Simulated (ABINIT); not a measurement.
# GaH3 (Pm-3m): zone-centre phonons

Which modes does GaH3 (Pm-3m) have at the zone centre?

Method: DFT PBE, scalar-relativistic, plane waves, PseudoDojo norm-conserving pseudopotentials, in ABINIT 10.8.3.

The structure was built from a prototype and need not be the compound's stable phase.

## Step 1: Starting point

The structure is cubic, space group Pm-3m (No. 221). Conventional cell: a = 3.919 Å, b = 3.919 Å, c = 3.919 Å, α = 90.00°, β = 90.00°, γ = 90.00°. Nearest to Ga lie 6 H at 1.96 Å. H has 2 Ga at 1.96 Å nearest. Farther neighbours are not listed.

## Step 2: A first look

A first run with smearing and empty bands tells whether the crystal has a gap, which decides between fixed occupations and smearing later on.

Contents of probe.abi:

```
# ground state
tolvrs 1.0d-08
prtden 1
prtwf 1

# basis, mesh and filling
ecut 44.0
ecutsm 3.0
ngkpt 6 6 6
nshiftk 1
shiftk 0.0 0.0 0.0
istwfk *1
occopt 7
tsmear 0.005
nband 14
nstep 100
diemac 9.0
prtebands 0
prtgsr 0
useylm 1

# cell and atoms
acell 3*1.0 Angstrom
rprim 
    3.9188 0.0 0.0
    0.0 3.9188 0.0
    0.0 0.0 3.9188
ntypat 2
znucl 31 1
natom 4
typat 1 2 2 2
xred 
    0.0 0.0 0.0
    0.5 0.0 0.0
    0.0 0.5 0.0
    0.0 0.0 0.5
pp_dirpath "./pseudo"
pseudos "Ga.upf, H.upf"
```

Started as:

```console
$ OMP_NUM_THREADS=1 mpirun -n 4 abinit probe.abi > probe.log
```

Numbers of over 12 decimals in the logs are rounded to 6 here.

probe.abo, the main output file:

```text
[banners, grids, parts of the stress and lines that vanish by symmetry left out]
- input  file    -> probe.abi
- output file    -> probe.abo
- root for input  files -> probei
[...]
Symmetries : space group Pm -3 m (#221); Bravais cP (primitive cubic)
[...]
mpw =        5695          nfft =      110592          nkpt =          20
[...]
== DATASET  1 ==================================================================
[...]
cutoff_energies: {ecut:  44.0, pawecutdg:  -1.0, }
[...]
ETOT  1  -76.507186460370    -7.651E+01 7.362E-01 1.345E+03
 ETOT  2  -77.937148671007    -1.430E+00 1.464E-02 1.553E+03
 ETOT  3  -78.128589169750    -1.914E-01 1.710E-02 2.252E+02
 ETOT  4  -78.154667807192    -2.608E-02 2.860E-03 3.574E+01
 ETOT  5  -78.159214157670    -4.546E-03 3.612E-03 2.840E+00
[...]
ETOT 10  -78.159636339686    -2.786E-09 1.607E-06 1.145E-07
 ETOT 11  -78.159636339709    -2.333E-11 5.273E-06 1.809E-10
 At SCF step   11       vres2   =  1.81E-10 < tolvrs=  1.00E-08 =>converged.
[...]
sigma(1 1)=  3.35343374E-04  sigma(3 2)=  0.00000000E+00
  sigma(2 2)=  3.35343374E-04  sigma(3 1)=  0.00000000E+00
  sigma(3 3)=  3.35343374E-04  sigma(2 1)=  0.00000000E+00
[...]
convergence: {deltae: -2.333E-11, res2:  1.809E-10, residm:  5.273E-06, diffor: null, }
etotal    :  -7.81596363E+01
[...]
sigma(1 1)=  3.35343374E-04  sigma(3 2)=  0.00000000E+00
  sigma(2 2)=  3.35343374E-04  sigma(3 1)=  0.00000000E+00
  sigma(3 3)=  3.35343374E-04  sigma(2 1)=  0.00000000E+00
[...]
- sigma(1 1)=  9.86614270E+00  sigma(3 2)=  0.00000000E+00
- sigma(2 2)=  9.86614270E+00  sigma(3 1)=  0.00000000E+00
- sigma(3 3)=  9.86614270E+00  sigma(2 1)=  0.00000000E+00
[...]
fcart     -0.0000000000E+00 -0.0000000000E+00 -0.0000000000E+00
           strten      3.3534337423E-04  3.3534337423E-04  3.3534337423E-04
================================================================================

[key lines of the parts left out:]
pressure_GPa:  -9.8661E+00
```

The job ended after 14 s (4 MPI ranks of Arm Neoverse V1, shared host).

This step gave:

| Quantity | Value |
| --- | --- |
| volume per atom | 15.05 Å³ |
| pressure | -9.866 GPa |
| gap on the k-mesh | 0 eV |

No gap opens on this mesh, so smearing is kept.

## Step 3: Rough relaxation

The typed start is rough, so a first relaxation with smearing and loose thresholds takes it towards rest cheaply.

Contents of prerelax.abi:

```
# relaxation
ionmov 2
optcell 2
dilatmx 1.15
chkdilatmx 0
ntime 40
tolmxf 3.0d-04
tolvrs 1.0d-10
prtwf 0
prtden 0
chksymtnons 0

# basis, mesh and filling
ecut 35.2
ecutsm 3.0
ngkpt 4 4 4
nshiftk 1
shiftk 0.0 0.0 0.0
istwfk *1
occopt 7
tsmear 0.005
nband 14
nstep 100
diemac 1000000.0
prtebands 0
prtgsr 0
useylm 1

# cell and atoms
acell 3*1.0 Angstrom
rprim 
    3.9188 0.0 0.0
    0.0 3.9188 0.0
    0.0 0.0 3.9188
ntypat 2
znucl 31 1
natom 4
typat 1 2 2 2
xred 
    0.0 0.0 0.0
    0.5 0.0 0.0
    0.0 0.5 0.0
    0.0 0.0 0.5
pp_dirpath "./pseudo"
pseudos "Ga.upf, H.upf"
```

Started as:

```console
$ OMP_NUM_THREADS=1 mpirun -n 4 abinit prerelax.abi > prerelax.log
```

prerelax.abo, the main output file:

```text
[banners, grids, parts of the stress and lines that vanish by symmetry left out]
- input  file    -> prerelax.abi
- output file    -> prerelax.abo
- root for input  files -> prerelaxi
[...]
Symmetries : space group Pm -3 m (#221); Bravais cP (primitive cubic)
[...]
mpw =        6196          nfft =      110592          nkpt =          10
[...]
== DATASET  1 ==================================================================
[...]
cutoff_energies: {ecut:  35.2, pawecutdg:  -1.0, }
[...]
ETOT  1  -76.602748134998    -7.660E+01 6.167E-01 1.325E+03
 ETOT  2  -77.959931687085    -1.357E+00 1.363E-02 1.341E+03
 ETOT  3  -78.128745472822    -1.688E-01 1.783E-03 1.945E+02
 ETOT  4  -78.150909898832    -2.216E-02 3.496E-04 3.315E+01
 ETOT  5  -78.155306768625    -4.397E-03 1.165E-04 8.006E-02
[...]
At SCF step   12       vres2   =  3.94E-11 < tolvrs=  1.00E-10 =>converged.
[...]
ETOT  9  -78.180721810285     1.521E-12 3.370E-12 2.163E-11
 At SCF step    9       vres2   =  2.16E-11 < tolvrs=  1.00E-10 =>converged.
[...]
sigma(1 1)= -2.04925840E-06  sigma(3 2)=  0.00000000E+00
  sigma(2 2)= -2.04925840E-06  sigma(3 1)=  0.00000000E+00
  sigma(3 3)= -2.04925840E-06  sigma(2 1)=  0.00000000E+00
[...]
convergence: {deltae:  1.521E-12, res2:  2.163E-11, residm:  3.370E-12, diffor: null, }
etotal    :  -7.81807218E+01
[...]
At Broyd/MD step   6, gradients are converged :
[...]
sigma(1 1)= -2.04925840E-06  sigma(3 2)=  0.00000000E+00
  sigma(2 2)= -2.04925840E-06  sigma(3 1)=  0.00000000E+00
  sigma(3 3)= -2.04925840E-06  sigma(2 1)=  0.00000000E+00
[...]
- sigma(1 1)= -6.02912636E-02  sigma(3 2)=  0.00000000E+00
- sigma(2 2)= -6.02912636E-02  sigma(3 1)=  0.00000000E+00
- sigma(3 3)= -6.02912636E-02  sigma(2 1)=  0.00000000E+00
[...]
fcart     -0.0000000000E+00 -0.0000000000E+00 -0.0000000000E+00
           strten     -2.0492583985E-06 -2.0492583985E-06 -2.0492583985E-06
================================================================================

[key lines of the parts left out:]
pressure_GPa:   6.0291E-02
Total energy (etotal) [Ha]= -7.81807218102845E+01
```

The job ended after 47 s (4 MPI ranks).

Step by step:

```csv
step,energy less that of the first step (eV),largest force (eV/Å),volume (Å³)
1,0.0000,0.0000,60.18
2,-0.1046,0.0000,58.42
3,-0.4561,0.0000,35.96
4,-0.6648,0.0000,45.40
5,-0.6905,0.0000,43.16
6,-0.6914,0.0000,42.64
```

```csv
"conventional cell, symmetrised",before,after,change
a (Å),3.919,3.494,-10.9 %
b (Å),3.919,3.494,-10.9 %
c (Å),3.919,3.494,-10.9 %
volume (Å³/atom),15.05,10.66,-29.1 %
```

Final coordinates:

```cif
data_structure
_symmetry_space_group_name_H-M 'P 1'
_symmetry_Int_Tables_number 1
_cell_length_a 3.4936
_cell_length_b 3.4936
_cell_length_c 3.4936
_cell_angle_alpha 90.000
_cell_angle_beta 90.000
_cell_angle_gamma 90.000
_cell_volume 42.64
loop_
_atom_site_label
_atom_site_type_symbol
_atom_site_fract_x
_atom_site_fract_y
_atom_site_fract_z
_atom_site_occupancy
Ga1 Ga 0.00000 0.00000 0.00000 1
H2 H 0.50000 0.00000 0.00000 1
H3 H 0.00000 0.50000 0.00000 1
H4 H 0.00000 0.00000 0.50000 1
```

Read from the output:

| Item | Value |
| --- | --- |
| volume per atom | 10.66 Å³ |
| pressure | 0.06029 GPa |

The volume changes by -29.1 % in this run and stands -29.1 % from the first cell.

## Step 4: Rough relaxation

The cell changed much, so the rough relaxation is repeated on a basis made for the new cell.

prerelax.abi: that of step 3 with these lines changed.

```diff
@@ -31,5 +31,5 @@
 rprim 
-    3.9188 0.0 0.0
-    0.0 3.9188 0.0
-    0.0 0.0 3.9188
+    3.493597746 0.0 0.0
+    0.0 3.493597746 0.0
+    0.0 0.0 3.493597746
 ntypat 2
```

prerelax.abo, the main output file:

```text
[banners, grids, parts of the stress and lines that vanish by symmetry left out]
- input  file    -> prerelax.abi
- output file    -> prerelax.abo
- root for input  files -> prerelaxi
[...]
Symmetries : space group Pm -3 m (#221); Bravais cP (primitive cubic)
[...]
mpw =        4416          nfft =       91125          nkpt =          10
[...]
== DATASET  1 ==================================================================
[...]
cutoff_energies: {ecut:  35.2, pawecutdg:  -1.0, }
[...]
ETOT  1  -77.206838841522    -7.721E+01 7.698E-01 4.562E+02
 ETOT  2  -78.126469341791    -9.196E-01 2.389E-02 3.924E+02
 ETOT  3  -78.175713870623    -4.924E-02 2.171E-03 4.162E+01
 ETOT  4  -78.180369885220    -4.656E-03 5.755E-04 3.177E+00
 ETOT  5  -78.180703217670    -3.333E-04 2.409E-04 1.691E-01
[...]
ETOT 10  -78.180721759171    -9.948E-14 6.094E-05 8.128E-10
 ETOT 11  -78.180721759173    -2.387E-12 4.749E-05 7.621E-12
 At SCF step   11       vres2   =  7.62E-12 < tolvrs=  1.00E-10 =>converged.
[...]
sigma(1 1)= -2.05045391E-06  sigma(3 2)=  0.00000000E+00
  sigma(2 2)= -2.05045391E-06  sigma(3 1)=  0.00000000E+00
  sigma(3 3)= -2.05045391E-06  sigma(2 1)=  0.00000000E+00
[...]
convergence: {deltae: -2.387E-12, res2:  7.621E-12, residm:  4.749E-05, diffor: null, }
etotal    :  -7.81807218E+01
[...]
At Broyd/MD step   1, gradients are converged :
[...]
sigma(1 1)= -2.05045391E-06  sigma(3 2)=  0.00000000E+00
  sigma(2 2)= -2.05045391E-06  sigma(3 1)=  0.00000000E+00
  sigma(3 3)= -2.05045391E-06  sigma(2 1)=  0.00000000E+00
[...]
- sigma(1 1)= -6.03264367E-02  sigma(3 2)=  0.00000000E+00
- sigma(2 2)= -6.03264367E-02  sigma(3 1)=  0.00000000E+00
- sigma(3 3)= -6.03264367E-02  sigma(2 1)=  0.00000000E+00
[...]
fcart     -0.0000000000E+00 -0.0000000000E+00 -0.0000000000E+00
           strten     -2.0504539075E-06 -2.0504539075E-06 -2.0504539075E-06
================================================================================

[key lines of the parts left out:]
pressure_GPa:   6.0326E-02
Total energy (etotal) [Ha]= -7.81807217591734E+01
```

Elapsed: 9.1 s, on 4 MPI ranks; 36 s of CPU time.

Little changed from the start: no atom moved by 0.005 Å and no cell edge by 0.1 %.

Numbers from this step:

* pressure: 0.06033 GPa

The volume changes by +0.0 % in this run and stands -29.1 % from the first cell.

## Step 5: Relaxation

The harmonic expansion needs vanishing forces, and a free crystal bears no stress, so cell and atoms are brought to rest. Stress is more sensitive to the basis than forces are: the last 3 Ha under the cutoff are smoothed with ecutsm.

Contents of relax.abi:

```
# relaxation
ionmov 2
optcell 2
dilatmx 1.08
ntime 40
tolmxf 1.0d-05
tolvrs 1.0d-14
prtwf 0
prtden 0
chksymtnons 0

# basis, mesh and filling
ecut 44.0
ecutsm 3.0
ngkpt 8 8 8
nshiftk 1
shiftk 0.0 0.0 0.0
istwfk *1
occopt 3
tsmear 0.01
nband 14
nstep 100
diemac 1000000.0
prtebands 0
prtgsr 0
useylm 1

# cell and atoms
acell 3*1.0 Angstrom
rprim 
    3.493597748 0.0 0.0
    0.0 3.493597748 0.0
    0.0 0.0 3.493597748
ntypat 2
znucl 31 1
natom 4
typat 1 2 2 2
xred 
    0.0 0.0 0.0
    0.5 0.0 0.0
    0.0 0.5 0.0
    0.0 0.0 0.5
pp_dirpath "./pseudo"
pseudos "Ga.upf, H.upf"
```

Started as:

```console
$ OMP_NUM_THREADS=1 mpirun -n 4 abinit relax.abi > relax.log
```

relax.abo, the main output file:

```text
[banners, grids, parts of the stress and lines that vanish by symmetry left out]
- input  file    -> relax.abi
- output file    -> relax.abo
- root for input  files -> relaxi
[...]
Symmetries : space group Pm -3 m (#221); Bravais cP (primitive cubic)
[...]
mpw =        5078          nfft =       91125          nkpt =          35
[...]
== DATASET  1 ==================================================================
[...]
cutoff_energies: {ecut:  44.0, pawecutdg:  -1.0, }
[...]
ETOT  1  -77.210320701299    -7.721E+01 7.610E-01 4.236E+02
 ETOT  2  -78.138765239209    -9.284E-01 1.673E-02 3.492E+02
 ETOT  3  -78.181971430099    -4.321E-02 4.528E-03 3.960E+01
 ETOT  4  -78.185908809426    -3.937E-03 2.462E-03 4.922E+00
 ETOT  5  -78.186423099872    -5.143E-04 1.713E-03 2.416E-01
[...]
At SCF step   13       vres2   =  4.39E-16 < tolvrs=  1.00E-14 =>converged.
[...]
sigma(1 1)= -1.14899354E-05  sigma(3 2)=  0.00000000E+00
  sigma(2 2)= -1.14899354E-05  sigma(3 1)=  0.00000000E+00
  sigma(3 3)= -1.14899354E-05  sigma(2 1)=  0.00000000E+00
[...]
convergence: {deltae: -8.811E-13, res2:  4.386E-16, residm:  7.574E-05, diffor: null, }
etotal    :  -7.81864491E+01
[...]
ETOT  1  -78.186433882813    -7.819E+01 3.390E-05 2.538E-01
[...]
At SCF step   10       vres2   =  3.81E-16 < tolvrs=  1.00E-14 =>converged.
[...]
sigma(1 1)= -9.53804586E-06  sigma(3 2)=  0.00000000E+00
  sigma(2 2)= -9.53804586E-06  sigma(3 1)=  0.00000000E+00
  sigma(3 3)= -9.53804586E-06  sigma(2 1)=  0.00000000E+00
[...]
convergence: {deltae: -2.956E-12, res2:  3.807E-16, residm:  8.428E-06, diffor: null, }
etotal    :  -7.81864523E+01
[...]
ETOT  1  -78.186010425301    -7.819E+01 2.282E-04 6.154E+00
[...]
ETOT  9  -78.186459294247    -1.094E-12 8.283E-05 1.903E-12
 ETOT 10  -78.186459294244     2.871E-12 3.113E-05 9.668E-15
 At SCF step   10       vres2   =  9.67E-15 < tolvrs=  1.00E-14 =>converged.
[...]
sigma(1 1)= -6.18529330E-08  sigma(3 2)=  0.00000000E+00
  sigma(2 2)= -6.18529330E-08  sigma(3 1)=  0.00000000E+00
  sigma(3 3)= -6.18529330E-08  sigma(2 1)=  0.00000000E+00
[...]
convergence: {deltae:  2.871E-12, res2:  9.668E-15, residm:  3.113E-05, diffor: null, }
etotal    :  -7.81864593E+01
[...]
At Broyd/MD step   3, gradients are converged :
[...]
sigma(1 1)= -6.18529330E-08  sigma(3 2)=  0.00000000E+00
  sigma(2 2)= -6.18529330E-08  sigma(3 1)=  0.00000000E+00
  sigma(3 3)= -6.18529330E-08  sigma(2 1)=  0.00000000E+00
[...]
- sigma(1 1)= -1.81977612E-03  sigma(3 2)=  0.00000000E+00
- sigma(2 2)= -1.81977612E-03  sigma(3 1)=  0.00000000E+00
- sigma(3 3)= -1.81977612E-03  sigma(2 1)=  0.00000000E+00
[...]
fcart     -0.0000000000E+00 -0.0000000000E+00 -0.0000000000E+00
           strten     -6.1852933025E-08 -6.1852933025E-08 -6.1852933012E-08
================================================================================

[key lines of the parts left out:]
pressure_GPa:   1.8198E-03
Total energy (etotal) [Ha]= -7.81864592942442E+01
```

Run time: 67 s. Hardware: 4 MPI ranks.

Step by step:

```csv
step,energy less that of the first step (eV),largest force (eV/Å),volume (Å³)
1,0.0000,0.0000,42.64
2,-0.0001,0.0000,42.68
3,-0.0003,0.0000,42.90
```

```csv
"conventional cell, symmetrised",before,after,change
a (Å),3.494,3.501,+0.2 %
b (Å),3.494,3.501,+0.2 %
c (Å),3.494,3.501,+0.2 %
volume (Å³/atom),10.66,10.73,+0.6 %
```

Numbers from this step:

```
volume per atom : 10.73 Å³
pressure        : 0.001820 GPa
```

The volume changes by +0.6 % in this run and stands -28.7 % from the first cell.

## Step 6: Ground state

First-order wavefunctions inherit every error of the ground state, hence the very tight tolvrs. ecutsm is kept as in the relaxation, so that the cell stays at rest. Smearing stays on, as the first look found no gap above 0.3 eV.

Contents of gs.abi:

```
# ground state
tolvrs 1.0d-16
prtden 1
prtwf 1

# basis, mesh and filling
ecut 44.0
ecutsm 3.0
ngkpt 8 8 8
nshiftk 1
shiftk 0.0 0.0 0.0
istwfk *1
occopt 3
tsmear 0.01
nband 14
nstep 100
diemac 1000000.0
prtebands 0
prtgsr 0
useylm 1

# cell and atoms
acell 3*1.0 Angstrom
rprim 
    3.500722588 0.0 0.0
    0.0 3.500722588 0.0
    0.0 0.0 3.500722588
ntypat 2
znucl 31 1
natom 4
typat 1 2 2 2
xred 
    0.0 0.0 0.0
    0.5 0.0 0.0
    0.0 0.5 0.0
    0.0 0.0 0.5
pp_dirpath "./pseudo"
pseudos "Ga.upf, H.upf"
```

Started as:

```console
$ OMP_NUM_THREADS=1 mpirun -n 4 abinit gs.abi > gs.log
```

gs.abo, the main output file:

```text
[banners, grids, parts of the stress and lines that vanish by symmetry left out]
- input  file    -> gs.abi
- output file    -> gs.abo
- root for input  files -> gsi
[...]
Symmetries : space group Pm -3 m (#221); Bravais cP (primitive cubic)
[...]
mpw =        4076          nfft =       64000          nkpt =          35
[...]
== DATASET  1 ==================================================================
[...]
cutoff_energies: {ecut:  44.0, pawecutdg:  -1.0, }
[...]
ETOT  1  -77.231811824608    -7.723E+01 6.622E-01 2.670E+02
 ETOT  2  -78.143997312393    -9.122E-01 1.149E-02 2.151E+02
 ETOT  3  -78.182649967618    -3.865E-02 3.241E-03 2.393E+01
 ETOT  4  -78.185994090168    -3.344E-03 1.306E-03 3.072E+00
 ETOT  5  -78.186440969982    -4.469E-04 1.400E-03 1.280E-01
[...]
ETOT 13  -78.186459251400    -2.061E-12 1.019E-04 1.131E-16
 ETOT 14  -78.186459251393     6.864E-12 5.379E-05 3.254E-18
 At SCF step   14       vres2   =  3.25E-18 < tolvrs=  1.00E-16 =>converged.
[...]
sigma(1 1)= -6.46446826E-08  sigma(3 2)=  0.00000000E+00
  sigma(2 2)= -6.46446826E-08  sigma(3 1)=  0.00000000E+00
  sigma(3 3)= -6.46446826E-08  sigma(2 1)=  0.00000000E+00
[...]
convergence: {deltae:  6.864E-12, res2:  3.254E-18, residm:  5.379E-05, diffor: null, }
etotal    :  -7.81864593E+01
[...]
sigma(1 1)= -6.46446826E-08  sigma(3 2)=  0.00000000E+00
  sigma(2 2)= -6.46446826E-08  sigma(3 1)=  0.00000000E+00
  sigma(3 3)= -6.46446826E-08  sigma(2 1)=  0.00000000E+00
[...]
- sigma(1 1)= -1.90191223E-03  sigma(3 2)=  0.00000000E+00
- sigma(2 2)= -1.90191223E-03  sigma(3 1)=  0.00000000E+00
- sigma(3 3)= -1.90191223E-03  sigma(2 1)=  0.00000000E+00
[...]
fcart     -0.0000000000E+00 -0.0000000000E+00 -0.0000000000E+00
           strten     -6.4644682603E-08 -6.4644682610E-08 -6.4644682611E-08
================================================================================

[key lines of the parts left out:]
pressure_GPa:   1.9019E-03
```

Wall time 21 s (4 MPI ranks); 82 s of CPU time.

Numbers from this step:

* pressure: 0.001902 GPa

The cell stands at 0.0019 GPa, close enough for phonons.

(Part 1 of 3 ends here.)

[Host names and launcher messages were left out of these logs when they were recorded.]

[Logs are printed without paths, hosts, clocks, repeated set-up lines and the standing remarks that a program may print on its own settings, such as how far it seeks lower states.]

[Hosts, paths, dates, database ids (printed as entryN), source tags and the programs' standing remarks are cut or masked in the printed files.]
